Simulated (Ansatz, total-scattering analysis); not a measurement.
## Worked example: from partials to totals in hydrogen peroxide

A simulated model of hydrogen peroxide at 310 K, fixed volume (mean pressure -1.0 GPa), from ab initio molecular dynamics with Ansatz (LDA, plane waves, PAW default files, Langevin thermostat, no spin, fixed volume, H with the mass of D). The average runs over 0.93 ps of 88 atoms, so shells between rare elements are rough. Mean temperature 318 K, largest m.s.d. 1.03 Å², energy drift -7 meV an atom (last third less first, no steady trend), Langevin friction 10 ps⁻¹; the first quarter of the run is discarded. Start: last frame of a classical run of this cell at the same density and temperature. So short a stretch relaxes bonds and nearest shells but still remembers its start. It is a liquid as far as so short a run tells. LDA overbinds hydrogen bonds, so O–O contacts come out short and the liquid too structured. Atom fractions O 0.5000, H 0.5000; masses O 15.999, H 1.008 u; density 1.4400 g/cm³; coherent lengths O 5.8037, H 6.6681 fm (H as D). Faber–Ziman partials at a few Q:

| Q (Å⁻¹) | S O–O | S O–H | S H–H |
| --- | --- | --- | --- |
| 1.90 | 1.432 | 1.973 | -0.021 |
| 3.90 | 0.538 | 0.880 | 1.154 |
| 7.80 | 0.917 | 1.304 | 0.930 |

The pair function g(OO), r in Å, every 0.06 Å up to its first minimum: 1.35 0.64, 1.41 7.26, 1.47 4.87, 1.53 0.25.

**Tasks.** (a) The number density. (b) The neutron weights. (c) The neutron S(Q) at the listed Q. (d) The Bhatia–Thornton terms S_NN and S_CC there. (e) The number of O around O.

(a) The mean mass is 0.5000×15.999 + 0.5000×1.008 = 8.504 u, so ρ₀ = 1.4400/(8.504 × 1.66054) = 0.10198 Å⁻³.

(b) ⟨b⟩ = 0.5000×5.8037 + 0.5000×6.6681 = 6.236 fm. The weight of a pair is ci cj bi bj (2 − δij)/⟨b⟩²: O–O 0.217, O–H 0.498, H–H 0.286; they sum to 1.000.

(c) S = 1 + Σ w (Sij − 1). At 1.90 Å⁻¹: 1 + 0.094 + 0.484 − 0.292 = 1.286; O–H pushes up most; H–H pulls down most. At 3.90 Å⁻¹: 1 − 0.100 − 0.060 + 0.044 = 0.884; H–H pushes up most; O–O pulls down most. At 7.80 Å⁻¹: 1 − 0.018 + 0.151 − 0.020 = 1.113; O–H pushes up most; H–H pulls down most.

(d) S_NN = c₁²S₁₁ + c₂²S₂₂ + 2c₁c₂S₁₂ and S_CC = c₁c₂[1 + c₁c₂(S₁₁ + S₂₂ − 2S₁₂)], with 1 = O: 1.90 Å⁻¹: S_NN = 1.34, S_CC/(c₁c₂) = 0.37; 3.90 Å⁻¹: S_NN = 0.86, S_CC/(c₁c₂) = 0.98; 7.80 Å⁻¹: S_NN = 1.11, S_CC/(c₁c₂) = 0.81. A random mixture has S_CC/(c₁c₂) = 1; a value well above it means concentration waves of period 2π/Q: alternation near the main peak or below it, clustering toward Q = 0.

(e) n = 4πρ₀ c(O) Σ r² g Δr. The sum Σ r² g over the listed points is 26.7 Å², so n = 4π × 0.10198 × 0.5000 × 26.7 × 0.06 = 1.03; counting pairs in the frames up to 1.82 Å gives 1.00; the coarse grid and the factor (N − 1)/N for like atoms account for the difference.
